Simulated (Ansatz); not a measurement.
# Decaying states in the gap of SrMgSeS, part 4 of 4

Aim: relax a made-up compound, SrMgSeS, and see how good a tunnel barrier it would be. It is built by putting Mg for part of the Sr in the Sr2SeS structure of space group R-3m, with the volume rescaled by atomic radii. The parent structure comes from the Materials Project.

Ansatz 0.2.0; PBEsol DFT, plane waves, PAW files (the session's first sound run).

So far, gap on the k-mesh (eV): step 3 (band edges, PBEsol) 2.32; step 6 (band edges at another level, LDA) 2.28; step 7 (complex bands at another level, LDA) 2.28.

The structure was built from a prototype and need not be the compound's stable phase.

## (8) The same cell, other settings: output.transmission.temperature = 400.0

This step: PBEsol DFT, plane waves, PAW files; complex bands by layer matching along the plane's normal; changed: output.transmission.temperature = 400.0 (Ansatz 0.2.0).

This run repeats an earlier one, its twin (the complex run, plane (001)), with one setting changed (output.transmission.temperature; files written aside). It is meant to test how the leads' temperature enters. Where the input is shown as a difference, that is against the step before, not the twin.

Contents of input.yaml:

```yaml
crystal:
  lattice:
    - [4.037686107, 0.0, 0.0]
    - [2.018843054, 3.496738742, 0.0]
    - [2.018843054, -1.165579581, 6.574036524]
  atoms:
    - { symbol: Mg, position: [0.4955398244, 0.7522300878, 0.2566902634] }
    - { symbol: Sr, position: [0.507299877, 0.2463500615, 0.7390501845] }
    - { symbol: Se, position: [0.977035191, 0.0114824045, 0.0344472135] }
    - { symbol: S, position: [0.0201251076, 0.4899374462, 0.4698123386] }
kpoints:
  mp_grid: { grid: [8, 8, 8] }
scf:
  occupations: { method: fixed }
hamiltonian:
  xc: pbesol
output:
  eigenvalues: true
  transmission:
    leads: [[0, 0]]
    kpoints: [[0.0, 0.0], [0.0, -0.5], [0.5, 0.0]]
    e_range: [-1.0, 3.32]
    de: 0.07
    temperature: 400.0
```

Command:

```console
ansatz run input.yaml --threads 2 --pin off --max-ram 4096MiB --backend cpu --events-out ev --progress --plain --runs-dir out
```

Numbers of over 12 decimals in the logs are rounded to 6 here.

The program printed:

```text
[...]
Crystal: 4 atoms, lattice volume = 92.817 Å³
Basis set: ecut = 420 eV, 1797 PW (Γ)
Bands: 26, of which v1, the nominal top of the filled ones, is band 21 counted from 1 (20 counted from 0)
Symmetry: 6 space group operations
[...]
k-points: 65 of 512 (time reversal used)
[...]
SCF iter   1: F=—  HF=-11720.148523 eV  |F-HF|=—  |Δ(HF+E_count)|=         —  Δρ=3.30e-3  dr2=1.79e-2  ethr=1.77e-3  ⟨swp⟩=6.6  Hψ=7441  notcnv=0  defer=130
[...]
SCF iter   7: F=-11720.142652 eV  HF=-11720.142652 eV  |F-HF|=6.06e-9  |Δ(HF+E_count)|=   2.34e-8  Δρ=3.49e-6  dr2=1.05e-8  ethr=2.38e-10  ⟨swp⟩=11.2  Hψ=7800  notcnv=0
SCF 1 converged in 7 iterations: F = -11720.142652 eV  dr2 = 1.05e-8
[...]
transmission: 10 of 30 steps passed
transmission: 20 of 30 steps passed
transmission: 30 of 30 steps passed
SCF converged after 7 iterations
Free energy (F): -11720.142652 eV
[...]
Internal energy: -11720.142652 eV  (E = F + TS)
E sigma→0 (E₀):  -11720.142652 eV
Fermi energy:    6.988960 eV
[...]
--- Band table (eV; the first three rows and the last of 65) ---
  k-point 0: bands = [... 17 lower, 5.7500, 6.8830, 6.8830, 6.9890, 9.6286, 11.0215, 11.3673, 11.6127, ... 1 higher]
  k-point 1: bands = [... 17 lower, 5.7698, 6.7249, 6.8526, 6.8526, 9.8828, 10.8577, 11.5137, 11.6604, ... 1 higher]
  k-point 2: bands = [... 17 lower, 5.8221, 6.1449, 6.7751, 6.7751, 10.3820, 10.6607, 11.7105, 11.7580, ... 1 higher]
  k-point 64: bands = [... 17 lower, 4.3057, 4.9070, 5.9886, 6.2627, 10.4498, 11.6020, 12.1829, 13.0508, ... 1 higher]
--- Transmission ---
  basis      : 121 plane waves across, 10 finite elements along
  points     : 3, as listed
[...]
channels       : 0.000000e0 a spin
[...]
slowest decay  : 0.1754 /Å at (0.0000, 0.0000)
```

The job ended after 24 s (2 threads of Arm Neoverse V2, shared host; peak memory 0.42 GiB; 35 s of CPU time).

This step gave:

```
free energy                                               : -11720.1427 eV
Fermi energy                                              : 6.989 eV
gap on the k-mesh                                         : 2.323 eV
level to which the leads are filled                       : 1.162 eV from the Fermi level
decay constant at the filling level, zone centre          : 0.1754 Å⁻¹
decay constant at the filling level, slowest listed point : 0.1754 Å⁻¹
```

K parallel (0, 0); values up to 1.5 1/Å, a degenerate pair printed once or twice; energies at which all values exceed this have no row. Im kz of the slowest decaying states against energy, zero at the highest filled level on the SCF mesh:

```tsv
energy (eV)	decay 1 (Å⁻¹)	decay 2 (Å⁻¹)	decay 3 (Å⁻¹)	decay 4 (Å⁻¹)
-1.00	0.163	0.867	1.06	1.22
-0.79	0.239	0.849	1.04	1.20
-0.58	0.223	0.831	1.01	1.18
-0.37	0.0985	0.811	0.988	1.16
-0.16	0.791	0.963	1.14	-
-0.02	0.188	0.778	0.946	1.13
0.05	0.0488	0.246	0.771	0.938
0.26	0.106	0.348	0.750	0.913
0.47	0.136	0.409	0.728	0.889
0.68	0.155	0.450	0.705	0.865
0.89	0.167	0.480	0.681	0.840
1.10	0.174	0.501	0.655	0.816
1.38	0.176	0.519	0.620	0.784
1.59	0.173	0.526	0.591	0.760
1.80	0.165	0.529	0.560	0.736
2.01	0.151	0.526	0.528	0.712
2.22	0.131	0.489	0.523	0.687
2.43	0.0971	0.448	0.516	0.661
2.64	0.401	0.505	0.635	0.839
2.85	0.346	0.491	0.607	0.811
3.06	0.275	0.473	0.578	0.782
3.27	0.168	0.452	0.548	0.751
```

K parallel (0, -0.5); values up to 1.5 1/Å, a degenerate pair printed once or twice; energies at which all values exceed this have no row. Table of Im kz of the slowest decaying states by energy, zero at the highest filled level on the SCF mesh:

```tsv
energy (eV)	decay 1 (Å⁻¹)	decay 2 (Å⁻¹)	decay 3 (Å⁻¹)	decay 4 (Å⁻¹)
-1.0000	0.118	0.180	1.06	1.07
-0.7200	0.202	0.664	1.19	1.47
-0.5100	0.0989	0.228	0.661	1.24
-0.2300	0.252	0.281	0.649	1.28
-0.0200	0.263	0.345	0.637	1.29
0.2600	0.272	0.403	0.621	1.30
0.4700	0.275	0.434	0.607	1.30
0.7500	0.274	0.465	0.568	0.604
1.0300	0.266	0.488	0.536	0.592
1.2400	0.256	0.501	0.513	0.578
1.5200	0.236	0.480	0.514	0.559
1.7300	0.214	0.452	0.520	0.543
2.0100	0.167	0.411	0.522	0.525
2.2200	0.102	0.377	0.506	0.527
2.5000	0.328	0.482	0.526	1.21
2.7800	0.276	0.457	0.521	1.20
2.9900	0.232	0.436	0.516	1.18
3.2700	0.0763	0.160	0.404	0.506
```

K parallel (0.5, 0); values up to 1.5 1/Å, a degenerate pair printed once or twice; energies at which all values exceed this have no row. Im kz of the slowest decaying states against energy, zero at the highest filled level on the SCF mesh:

```tsv
energy (eV)	decay 1 (Å⁻¹)	decay 2 (Å⁻¹)	decay 3 (Å⁻¹)	decay 4 (Å⁻¹)
-1.00	0.118	0.180	1.06	1.07
-0.86	0.180	0.412	0.884	1.13
-0.65	0.212	0.664	1.21	1.47
-0.51	0.0989	0.228	0.661	1.24
-0.30	0.247	0.252	0.652	1.27
-0.16	0.256	0.305	0.645	1.28
-0.02	0.263	0.345	0.637	1.29
0.05	0.266	0.362	0.633	1.29
0.19	0.271	0.390	0.625	1.30
0.40	0.275	0.424	0.611	1.30
0.54	0.275	0.443	0.602	1.30
0.68	0.274	0.458	0.578	0.605
0.89	0.271	0.478	0.552	0.599
1.03	0.266	0.488	0.536	0.592
1.24	0.256	0.501	0.513	0.578
1.38	0.247	0.497	0.508	0.569
1.59	0.230	0.471	0.516	0.554
1.73	0.214	0.452	0.520	0.543
1.87	0.194	0.432	0.523	0.533
2.08	0.150	0.400	0.517	0.526
2.22	0.102	0.377	0.506	0.527
2.43	0.341	0.488	0.526	1.22
2.57	0.316	0.476	0.525	1.21
2.78	0.276	0.457	0.521	1.20
2.92	0.247	0.443	0.518	1.19
3.13	0.199	0.420	0.511	1.17
3.27	0.0763	0.160	0.404	0.506
```

The temperature enters the conductance and not T(E) itself. No conductance was computed here for it to change.

## (9) Outcome

```yaml
band_gap: 2.32 eV
least_decay_constant_at_mid_gap_normal_to_001: 0.175 Å⁻¹
least_decay_constant_at_mid_gap_normal_to_101: 0.185 Å⁻¹
least_decay_constant_lda: 0.170 Å⁻¹
```

**Reading.** With PBEsol, the slowest decay at the wavevectors tried is κ = 0.175 Å⁻¹, normal to (001). Through such a film the transmission near mid-gap falls as exp(−2κd), a factor of ten every 6.6 Å. The directions tried decay at nearly the same rate. A free electron under a barrier of half the gap would need a mass of 0.10 mₑ to decay at this rate. With LDA the gap goes from 2.32 to 2.28 eV and the decay constant, over the first 2 listed wavevectors, from 0.175 to 0.170 Å⁻¹. The compound is made up by substitution; its stability against other phases and against distortions of the cell's symmetry was not tested. A semilocal functional narrows gaps, so real decay constants are likely larger.

[Logs are printed without paths, hosts, clocks, repeated set-up lines and the standing remarks that a program may print on its own settings, such as how far it seeks lower states.]

[Hosts, paths, dates, database ids (printed as entryN), source tags and the programs' standing remarks are cut or masked in the printed files.]
